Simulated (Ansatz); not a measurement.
# GaSn (hypothetical, Fm-3m): thermal expansion from first principles

Wanted: α(T), C_P(T) and B(T) of GaSn (hypothetical) in the quasi-harmonic approximation. The compound is hypothetical: it was made by swapping elements on a known structure type.

Calculated with Ansatz 0.2.0; DFT PBEsol, scalar-relativistic, plane waves, PAW.

**1. The structure**

It takes space group Fm-3m (No. 225, cubic). The conventional cell has a = 4.288 Å, b = 4.288 Å, c = 4.288 Å, α = 90.00°, β = 90.00°, γ = 90.00°. Sn has 6 Ga at 2.14 Å nearest. Ga has 6 Sn at 2.14 Å nearest. Farther neighbours are not listed.

As a file:

```cif
data_structure
_symmetry_space_group_name_H-M 'P 1'
_symmetry_Int_Tables_number 1
_cell_length_a 3.0323
_cell_length_b 3.0323
_cell_length_c 3.0323
_cell_angle_alpha 60.000
_cell_angle_beta 60.000
_cell_angle_gamma 60.000
_cell_volume 19.72
loop_
_atom_site_label
_atom_site_type_symbol
_atom_site_fract_x
_atom_site_fract_y
_atom_site_fract_z
_atom_site_occupancy
Sn1 Sn 0.50000 0.50000 0.50000 1
Ga2 Ga 0.00000 0.00000 0.00000 1
```

**2. Probe on a coarse mesh**

A cheap single point shows whether the cell is a metal or an insulator and how far it is from rest; that sets the k-mesh and the occupations of what follows.

The input, input.yaml:

```yaml
crystal:
  lattice:
    - [0.0, 2.14418, 2.14418]
    - [2.14418, 0.0, 2.14418]
    - [2.14418, 2.14418, 0.0]
  atoms:
    - { symbol: Sn, position: [0.5, 0.5, 0.5] }
    - { symbol: Ga, position: [0.0, 0.0, 0.0] }
kpoints:
  mp_grid: { grid: [8, 8, 8] }
hamiltonian:
  xc: pbesol
scf:
  occupations: { method: gaussian, width: 0.1 }
output:
  forces: true
  stress: true
  eigenvalues: true
```

The run is started by

```sh
ansatz run input.yaml --threads 4 --pin off --max-ram 8192MiB --backend cpu --events-out ev --progress --plain --runs-dir out
```

Numbers of over 12 decimals in the logs are rounded to 6 here.

What it wrote:

```text
Engine: ansatz 0.2.0, aarch64-unknown-linux-gnu
Pseudopotentials: kind: paw
Pseudopotential: Sn, paw, valence charge 14, recommended cutoff 420 eV (normal), Sn.paw.azcp
Pseudopotential: Ga, paw, valence charge 13, recommended cutoff 420 eV (normal), Ga.paw.azcp
Functional definition: PBEsol
  exchange = pbesol_x
  correlation = pbesol_c
Crystal: 2 atoms, lattice volume = 19.716 Å³
Basis set: ecut = 420 eV, 387 PW (Γ), exchange–correlation on 48×48×48 points (8 copies of the dense FFT grid, shifted against one another)
Bands: 18, of which v1, the nominal top of the filled ones, is band 14 counted from 1 (13 counted from 0)
Symmetry: 48 space group operations
Space group: Fm-3m (ITA 225), of the structure as read, at distance tolerance 2.7e-5 Å
k-points: 29 of 512
Non-local potential: Sn, projectors of the file, l = 0: 2, l = 1: 2, l = 2: 2, l = 3: 2
Non-local potential: Ga, projectors of the file, l = 0: 2, l = 1: 2, l = 2: 3, l = 3: 1
PAW form: soft (Blöchl's): semilocal exchange-correlation on the pseudo side does not see the compensation charge
PAW frozen core: Sn, regenerated for the run's functional, and the local potential with it (the file was generated under x = pbe(κ = 0.804, μ = 0.219515), c = pbe(β = 0.066725))
PAW frozen core: Ga, regenerated for the run's functional, and the local potential with it (the file was generated under x = pbe(κ = 0.804, μ = 0.219515), c = pbe(β = 0.066725))
PAW one-centre angular grid: Sn, 590 points (default); XC on 64 Gauss nodes
PAW one-centre angular grid: Ga, 590 points (default); XC on 64 Gauss nodes
Initial density: superposition of atomic densities (neutral atoms: chi_scale 0, normalization atom), corrected by the library's trained network
Initial wavefunctions: pseudopotential atomic-orbital guess
Functional: x = pbesol(κ = 0.804, μ = 0.123457), c = pbesol(β = 0.046)
SCF iter   1: F=—  HF=-9679.664559 eV  |F-HF|=—  |Δ(HF+E_count)|=         —  Δρ=2.27e-2  dr2=5.72e-2  ethr=1.77e-3  ⟨swp⟩=7.3  Hψ=2817  notcnv=0
preconditioner: auto → none  [insulator: Δε(μ)=0.671 eV  Ē_g=25.351 eV  σ=0.100 eV  W_gap=0.88  n_scr=8 (ndim 8)  ℏωp=43.5 eV  f_vac=0.000  D(μ)=0.49/eV (n_scr^D=0)  ε∞_Penn≈3.9]
SCF iter   2: F=—  HF=-9679.645631 eV  |F-HF|=—  |Δ(HF+E_count)|=   1.89e-2  Δρ=9.11e-3  dr2=5.86e-3  ethr=2.12e-4  ⟨swp⟩=2.4  Hψ=1120  notcnv=0  defer=17
SCF iter   3: F=—  HF=-9679.643961 eV  |F-HF|=—  |Δ(HF+E_count)|=   1.67e-3  Δρ=3.46e-3  dr2=1.30e-3  ethr=2.17e-5  ⟨swp⟩=2.2  Hψ=829  notcnv=0  defer=17
SCF iter   4: F=—  HF=-9679.643808 eV  |F-HF|=—  |Δ(HF+E_count)|=   1.52e-4  Δρ=8.51e-4  dr2=5.55e-5  ethr=4.82e-6  ⟨swp⟩=2.0  Hψ=729  notcnv=0  defer=17
SCF iter   5: F=—  HF=-9679.643826 eV  |F-HF|=—  |Δ(HF+E_count)|=   1.76e-5  Δρ=1.56e-4  dr2=1.90e-6  ethr=2.06e-7  ⟨swp⟩=2.6  Hψ=896  notcnv=0  defer=18
SCF iter   6: F=-9679.643825 eV  HF=-9679.643825 eV  |F-HF|=9.99e-9  |Δ(HF+E_count)|=   3.43e-7  Δρ=1.80e-5  dr2=2.64e-8  ethr=3.70e-10  ⟨swp⟩=9.4  Hψ=3274  notcnv=0
SCF 1 converged in 6 iterations: F = -9679.643825 eV  dr2 = 2.64e-8
  greatest PAW one-centre occupation: 0.996 electrons in one spin orbital (limit 2), on the Ga atom at site 1 (counted from 0), in its partial waves of l = 2
SCF converged after 6 iterations
Free energy (F): -9679.643825 eV
Harris-Foulkes:  -9679.643825 eV  (|F-HF|=9.99e-9)
Internal energy: -9679.641341 eV  (E = F + TS)
E sigma→0 (E₀):  -9679.642583 eV
Entropy (-TS):   -0.002484 eV (-1.242 meV/atom)
Fermi energy:    28.901083 eV
--- Per-component energies (eV) ---
  E_band       = 302.673259
  E_kinetic    = 347.752156
  E_local      = -1437.124220  (includes V_loc(G=0)·N_el)
  E_nonlocal   = 395.979281
  E_hartree    = 964.459530
  E_xc         = -469.634003
  E_vxc        = -182.913980  (∫ρ·V_xc dr)
  E_paw        = -6006.622096  (= ΣΔE_a)
  E_vpaw       = -749.934295  (= ΣTr[D̂ρ^β])
  E_aug_tail   = -0.000154  (compensation charges beyond the density's cutoff)
  E_ewald      = -3475.599651
  E_core_change = 1.147818  (= ΣΔE_core)
  E_smearing   = -0.002484  (= −TS)
  E_closure    = 0.000000  (closes the sum)
  Σ components = -9679.643825   (vs F -9679.643825, Δ=0.00e0)
--- Forces (eV/Å), atoms counted from 1 ---
  atom   1  Sn     0.00000000     0.00000000     0.00000000
  atom   2  Ga    -0.00000000     0.00000000     0.00000000
  max |Σ_I F_I| component: 2.85e-29 eV/Å
--- Stress (GPa, compression-positive) ---
      359.471622      -0.000000       0.000000
        0.000000     359.471622      -0.000000
        0.000000       0.000000     359.471622
  P = ⅓ Tr σ = 359.4716 GPa (3594.716 kbar)
--- Band table (eV; the first three rows and the last of 29) ---
  k-point 0: bands = [... 10 lower, 11.5621, 31.3107, 31.3107, 31.3107, 34.5171, 38.2906, 38.2906, 38.2906]
  k-point 1: bands = [... 10 lower, 11.4128, 28.6511, 31.3194, 31.3194, 34.2554, 38.4295, 38.4295, 39.2088]
  k-point 2: bands = [... 10 lower, 11.0827, 24.0281, 31.4532, 31.4532, 34.3603, 36.4328, 36.4328, 38.2688]
  k-point 28: bands = [... 10 lower, 20.0786, 20.0786, 20.7835, 21.1028, 37.5714, 37.5714, 38.3201, 38.7046]
```

Wall time 0.37 s (4 threads of Arm Neoverse V2, shared host); peak memory 0.27 GiB.

This step gave:

```
pressure          : 359.5 GPa
volume per atom   : 9.858 Å³
gap on the k-mesh : 0 eV
```

The start is under 359 GPa at this level and looks like a metal on this mesh.

**3. A loose first relaxation**

The start is far from rest, so a relaxation with loose thresholds first brings it near the minimum.

Changes to input.yaml since step 2:

```diff
@@ -18 +18,6 @@
   eigenvalues: true
+relax:
+  adjacent_minimum: "off"
+  f_tol: 0.05
+  max_steps: 80
+  cell: { stress_tol: 0.5 }
```

What it wrote:

```text
[...]
Crystal: 2 atoms, lattice volume = 19.716 Å³
Basis set: ecut = 420 eV, 387 PW (Γ), exchange–correlation on 48×48×48 points (8 copies of the dense FFT grid, shifted against one another)
Bands: 18, of which v1, the nominal top of the filled ones, is band 14 counted from 1 (13 counted from 0)
Symmetry: 48 space group operations
[...]
k-points: 29 of 512
[...]
SCF iter   1: F=—  HF=-9679.664559 eV  |F-HF|=—  |Δ(HF+E_count)|=         —  Δρ=2.27e-2  dr2=5.72e-2  ethr=1.77e-3  ⟨swp⟩=7.3  Hψ=2817  notcnv=0
[...]
SCF iter   6: F=-9679.643825 eV  HF=-9679.643825 eV  |F-HF|=9.99e-9  |Δ(HF+E_count)|=   3.43e-7  Δρ=1.80e-5  dr2=2.64e-8  ethr=3.70e-10  ⟨swp⟩=9.4  Hψ=3274  notcnv=0
SCF 1 converged in 6 iterations: F = -9679.643825 eV  dr2 = 2.64e-8
[...]
relax step   1: F+E_penalty+E_count = -9679.64382547 eV  Δ(F+E_penalty+E_count) = +0.000e0 eV  max|allowed force component| = 1.676e-29 eV/Å  Δτ_max = 0.0000 Å  P = +359.472 GPa  Ω = 19.716 Å³  (6 SCF iters, dr2 threshold 1.00e-7 eV, accepted)
Crystal: 2 atoms, lattice volume = 22.742 Å³
Basis set: ecut = 420 eV, 459 PW (Γ), exchange–correlation on 48×48×48 points (8 copies of the dense FFT grid, shifted against one another)
[...]
iter 1 solved again at ethr=1.56e-4 eV; its pass at ethr=3.10e-3 eV (dr2=4.22e-2 eV) is discarded
[...]
SCF iter   6: F=-9684.900918 eV  HF=-9684.900918 eV  |F-HF|=5.27e-8  |Δ(HF+E_count)|=   9.16e-7  Δρ=2.65e-5  dr2=8.49e-8  ethr=7.41e-10  ⟨swp⟩=6.3  Hψ=3141  notcnv=0
SCF 2 converged in 6 iterations: F = -9684.900918 eV  dr2 = 8.49e-8
[...]
relax step   2: F+E_penalty+E_count = -9684.90091768 eV  Δ(F+E_penalty+E_count) = -5.257e0 eV  max|allowed force component| = 2.370e-29 eV/Å  Δτ_max = 0.0000 Å  P = +212.624 GPa  Ω = 22.742 Å³  energy of the carried Pulay correction = -9.829e-3 eV  (6 SCF iters, dr2 threshold 2.00e-7 eV, accepted)
Crystal: 2 atoms, lattice volume = 26.063 Å³
Basis set: ecut = 420 eV, 531 PW (Γ), exchange–correlation on 48×48×48 points (8 copies of the dense FFT grid, shifted against one another)
[...]
SCF iter   6: F=-9688.293976 eV  HF=-9688.293976 eV  |F-HF|=3.10e-8  |Δ(HF+E_count)|=   2.66e-6  Δρ=2.18e-5  dr2=4.83e-8  ethr=7.41e-10  ⟨swp⟩=6.0  Hψ=3053  notcnv=0
SCF 3 converged in 6 iterations: F = -9688.293976 eV  dr2 = 4.83e-8
[...]
relax step   3: F+E_penalty+E_count = -9688.29397572 eV  Δ(F+E_penalty+E_count) = -3.393e0 eV  max|allowed force component| = 5.391e-29 eV/Å  Δτ_max = 0.0000 Å  P = +123.862 GPa  Ω = 26.063 Å³  energy of the carried Pulay correction = -1.913e-2 eV  (6 SCF iters, dr2 threshold 2.00e-7 eV, accepted)
[... from here on, the SCF cycles and remarks between the steps are left out ...]
relax step   4: F+E_penalty+E_count = -9690.39256092 eV  Δ(F+E_penalty+E_count) = -2.099e0 eV  max|allowed force component| = 1.249e-29 eV/Å  Δτ_max = 0.0000 Å  P = +66.952 GPa  Ω = 29.693 Å³  energy of the carried Pulay correction = -2.790e-2 eV  (6 SCF iters, dr2 threshold 2.00e-7 eV, accepted)
relax step   5: F+E_penalty+E_count = -9691.54863898 eV  Δ(F+E_penalty+E_count) = -1.156e0 eV  max|allowed force component| = 1.785e-29 eV/Å  Δτ_max = 0.0000 Å  P = +26.813 GPa  Ω = 33.750 Å³  energy of the carried Pulay correction = -3.634e-2 eV  (6 SCF iters, dr2 threshold 2.00e-7 eV, accepted)
relax step   6: F+E_penalty+E_count = -9691.78297216 eV  Δ(F+E_penalty+E_count) = -2.343e-1 eV  max|allowed force component| = 1.110e-28 eV/Å  Δτ_max = 0.0000 Å  P = -8.206 GPa  Ω = 38.162 Å³  energy of the carried Pulay correction = -4.423e-2 eV  (6 SCF iters, dr2 threshold 2.00e-7 eV, accepted)
relax step   7: F+E_penalty+E_count = -9691.81312863 eV  Δ(F+E_penalty+E_count) = -3.016e-2 eV  max|allowed force component| = 1.065e-29 eV/Å  Δτ_max = 0.0000 Å  P = +0.265 GPa  Ω = 37.028 Å³  energy of the carried Pulay correction = -4.232e-2 eV  (5 SCF iters, dr2 threshold 2.00e-7 eV, accepted)
relax step   8: F+E_penalty+E_count = -9692.37972817 eV  Δ(F+E_penalty+E_count) = -5.666e-1 eV  max|allowed force component| = 1.926e-29 eV/Å  Δτ_max = 0.0000 Å  P = +20.741 GPa  Ω = 37.028 Å³  stress off target by 2.07e1 GPa  SCF on the basis re-selected at this cell (its energy is not comparable with the rows above)  (7 SCF iters)
relax step   9: F+E_penalty+E_count = -9692.65360213 eV  Δ(F+E_penalty+E_count) = -2.739e-1 eV  max|allowed force component| = 3.131e-29 eV/Å  Δτ_max = 0.0000 Å  P = +11.839 GPa  Ω = 39.789 Å³  energy of the carried Pulay correction = -1.395e-3 eV  (6 SCF iters, dr2 threshold 2.00e-7 eV, accepted)
relax step  10: F+E_penalty+E_count = -9692.84230610 eV  Δ(F+E_penalty+E_count) = -1.887e-1 eV  max|allowed force component| = 1.624e-29 eV/Å  Δτ_max = 0.0000 Å  P = +2.909 GPa  Ω = 44.161 Å³  energy of the carried Pulay correction = -4.583e-3 eV  (6 SCF iters, dr2 threshold 2.00e-7 eV, accepted)
relax step  11: F+E_penalty+E_count = -9692.85786884 eV  Δ(F+E_penalty+E_count) = -1.556e-2 eV  max|allowed force component| = 1.680e-29 eV/Å  Δτ_max = 0.0000 Å  P = +0.478 GPa  Ω = 45.799 Å³  energy of the carried Pulay correction = -5.966e-3 eV  (6 SCF iters, dr2 threshold 2.00e-7 eV, accepted)
[...]
SCF iter   6: F=-9692.861077 eV  HF=-9692.861077 eV  |F-HF|=1.33e-10  |Δ(HF+E_count)|=   2.93e-9  Δρ=1.28e-6  dr2=7.97e-10  ethr=7.41e-12  ⟨swp⟩=4.7  Hψ=1710  notcnv=0
SCF 12 converged in 6 iterations: F = -9692.861077 eV  dr2 = 7.97e-10
relax step  12: F+E_penalty+E_count = -9692.86107706 eV  Δ(F+E_penalty+E_count) = -3.208e-3 eV  max|allowed force component| = 1.706e-29 eV/Å  Δτ_max = 0.0000 Å  P = +0.462 GPa  Ω = 45.799 Å³  stress off target by 4.62e-1 GPa  SCF on the basis re-selected at this cell (its energy is not comparable with the rows above)  (6 SCF iters)
[...]
SCF converged after 6 iterations
Free energy (F): -9692.861077 eV
[...]
Internal energy: -9692.854796 eV  (E = F + TS)
E sigma→0 (E₀):  -9692.857936 eV
Entropy (-TS):   -0.006281 eV (-3.141 meV/atom)
Fermi energy:    10.072326 eV
[...]
--- Stress (GPa, compression-positive) ---
        0.462482       0.000000       0.000000
        0.000000       0.462482       0.000000
        0.000000       0.000000       0.462482
  P = ⅓ Tr σ = 0.4625 GPa (4.625 kbar)
--- Band table (eV; the first three rows and the last of 29) ---
  k-point 0: bands = [... 10 lower, -1.0504, 11.3876, 11.3876, 11.3876, 11.9821, 17.0495, 17.0495, 17.0495]
  k-point 1: bands = [... 10 lower, -0.8297, 9.2405, 11.3778, 11.3778, 13.3651, 16.2243, 16.2243, 16.6115]
  k-point 2: bands = [... 10 lower, -0.1676, 6.7468, 11.4357, 11.4357, 13.6549, 14.6668, 14.6668, 15.4942]
  k-point 28: bands = [... 10 lower, 3.5859, 4.4684, 6.4970, 6.4970, 13.8155, 14.1687, 17.4034, 17.4034]
--- Relaxed structure (10 steps of the walk, 10 accepted, 2 SCFs on fresh bases) ---
  F+E_penalty+E_count = -9692.86107706 eV   max|allowed force component| = 1.706e-29 eV/Å   (the final SCF, on the basis selected at the relaxed cell)
  cell:  # Å, volume = 45.7990 Å³
    - [0, 2.839719, 2.839719]
    - [2.839719, 0, 2.839719]
    - [2.839719, 2.839719, 0]
  atoms:
    - { symbol: Sn, position: [0.5, 0.5, 0.5] }
    - { symbol: Ga, position: [0, 0, 0] }
```

It took 3.9 s on 4 threads; peak memory 0.31 GiB; 13 s of CPU time.

Relaxation path:

```
step  energy less that of the first step (eV)  largest force component (eV/Å)  pressure (GPa)  volume (Å³)
   1                                   0.0000                          0.0000          359.47        19.72
   2                                  -5.2571                          0.0000          212.62        22.74
   3                                  -8.6502                          0.0000          123.86        26.06
   4                                 -10.7487                          0.0000           66.95        29.69
   5                                 -11.9048                          0.0000           26.81        33.75
   6                                 -12.1391                          0.0000           -8.21        38.16
   7                                 -12.1693                          0.0000            0.27        37.03
  8*                                 -12.7359                          0.0000           20.74        37.03
   9                                 -13.0098                          0.0000           11.84        39.79
  10                                 -13.1985                          0.0000            2.91        44.16
  11                                 -13.2140                          0.0000            0.48        45.80
 12*                                 -13.2173                          0.0000            0.46        45.80
```

Relaxation steps marked * repeat the geometry before them on a plane-wave basis chosen anew for their cell, so energy and pressure can jump there.

Forces are held to the 48 operations that the run works with; a distortion that breaks them can't arise in this run.

```csv
cell as run,before,after,change
a (Å),3.032,4.016,+32.4 %
b (Å),3.032,4.016,+32.4 %
c (Å),3.032,4.016,+32.4 %
volume (Å³/atom),9.86,22.90,+132.3 %
```

Final coordinates:

```cif
data_structure
_symmetry_space_group_name_H-M 'P 1'
_symmetry_Int_Tables_number 1
_cell_length_a 4.0160
_cell_length_b 4.0160
_cell_length_c 4.0160
_cell_angle_alpha 60.000
_cell_angle_beta 60.000
_cell_angle_gamma 60.000
_cell_volume 45.80
loop_
_atom_site_label
_atom_site_type_symbol
_atom_site_fract_x
_atom_site_fract_y
_atom_site_fract_z
_atom_site_occupancy
Sn1 Sn 0.50000 0.50000 0.50000 1
Ga2 Ga 0.00000 0.00000 0.00000 1
```

This step gave:

| Quantity | Value |
| --- | --- |
| pressure | 0.4625 GPa |
| volume per atom | 22.90 Å³ |

The relaxation ends with a pressure of 0.46 GPa.

**4. Finding the static equilibrium**

The vibrations must be taken about the equilibrium of this functional, not about the starting cell, so the structure is relaxed.

input.yaml, the sections that differ from step 3:

```yaml
crystal:
  lattice:
    - [0.0, 2.839718723, 2.839718723]
    - [2.839718723, 0.0, 2.839718723]
    - [2.839718723, 2.839718723, 0.0]
  atoms:
    - { symbol: Sn, position: [0.5, 0.5, 0.5] }
    - { symbol: Ga, position: [0.0, 0.0, 0.0] }
kpoints:
  mp_grid: { grid: [12, 12, 12] }
relax:
  adjacent_minimum: "off"
  f_tol: 0.005
  max_steps: 80
  cell: { stress_tol: 0.05 }
# hamiltonian, scf, output: as in step 3
```

What it wrote:

```text
[...]
Crystal: 2 atoms, lattice volume = 45.799 Å³
Basis set: ecut = 420 eV, 893 PW (Γ), exchange–correlation on 54×54×54 points (8 copies of the dense FFT grid, shifted against one another)
Bands: 18, of which v1, the nominal top of the filled ones, is band 14 counted from 1 (13 counted from 0)
Symmetry: 48 space group operations
[...]
k-points: 72 of 1728
[...]
k-point 71: bands = [... 10 lower, 3.5413, 4.4235, 6.4625, 6.4625, 13.7502, 14.1046, 17.3482, 17.3482]
--- Relaxed structure (3 steps of the walk, 3 accepted, 1 SCFs on fresh bases) ---
[...]
cell:  # Å, volume = 45.9553 Å³
    - [0, 2.842945, 2.842945]
    - [2.842945, 0, 2.842945]
    - [2.842945, 2.842945, 0]
  atoms:
    - { symbol: Sn, position: [0.5, 0.5, 0.5] }
    - { symbol: Ga, position: [0, 0, 0] }
[key lines of the parts left out:]
SCF converged after 5 iterations
Free energy (F): -9692.857591 eV
Fermi energy:    10.025777 eV
P = ⅓ Tr σ = -0.0009 GPa (-0.009 kbar)
```

It took 2.9 s on 4 threads; peak memory 0.36 GiB.

Step by step:

| step | energy less that of the first step (eV) | largest force component (eV/Å) | pressure (GPa) | volume (Å³) |
| --- | --- | --- | --- | --- |
| 1 | 0.0000 | 0.0000 | 0.19 | 45.80 |
| 2 | 0.0000 | 0.0000 | -0.09 | 46.03 |
| 3 | -0.0001 | 0.0000 | 0.00 | 45.96 |
| 4* | -0.0001 | 0.0000 | 0.00 | 45.96 |

Relaxation steps marked * repeat the geometry before them on a plane-wave basis chosen anew for their cell, so energy and pressure can jump there.

The run keeps the 48 symmetry operations that it works with, so distortions that break them were not tested.

| conventional cell, symmetrised | before | after | change |
| --- | --- | --- | --- |
| a (Å) | 5.679 | 5.686 | +0.1 % |
| b (Å) | 5.679 | 5.686 | +0.1 % |
| c (Å) | 5.679 | 5.686 | +0.1 % |
| volume (Å³/atom) | 22.90 | 22.98 | +0.3 % |

The relaxed structure:

```cif
data_structure
_symmetry_space_group_name_H-M 'P 1'
_symmetry_Int_Tables_number 1
_cell_length_a 4.0205
_cell_length_b 4.0205
_cell_length_c 4.0205
_cell_angle_alpha 60.000
_cell_angle_beta 60.000
_cell_angle_gamma 60.000
_cell_volume 45.96
loop_
_atom_site_label
_atom_site_type_symbol
_atom_site_fract_x
_atom_site_fract_y
_atom_site_fract_z
_atom_site_occupancy
Sn1 Sn 0.50000 0.50000 0.50000 1
Ga2 Ga 0.00000 0.00000 0.00000 1
```

This step gave:

```yaml
pressure: -9.33e-4 GPa
volume_per_atom: 22.98 Å³
```

The cell grew by 0.3 % in volume.

(Part 1 of 3 ends here.)

[Logs are printed without paths, hosts, clocks, repeated set-up lines and the standing remarks that a program may print on its own settings, such as how far it seeks lower states.]

[Hosts, paths, dates, database ids (printed as entryN), source tags and the programs' standing remarks are cut or masked in the printed files.]

[A step with changed settings may run another functional than the one named; its input shows which.]

[Pressures of single members of a volume series are the stress at the run's cutoff; with an incomplete basis they can lie off −dE/dV of the same runs, and they are not shown converged.]
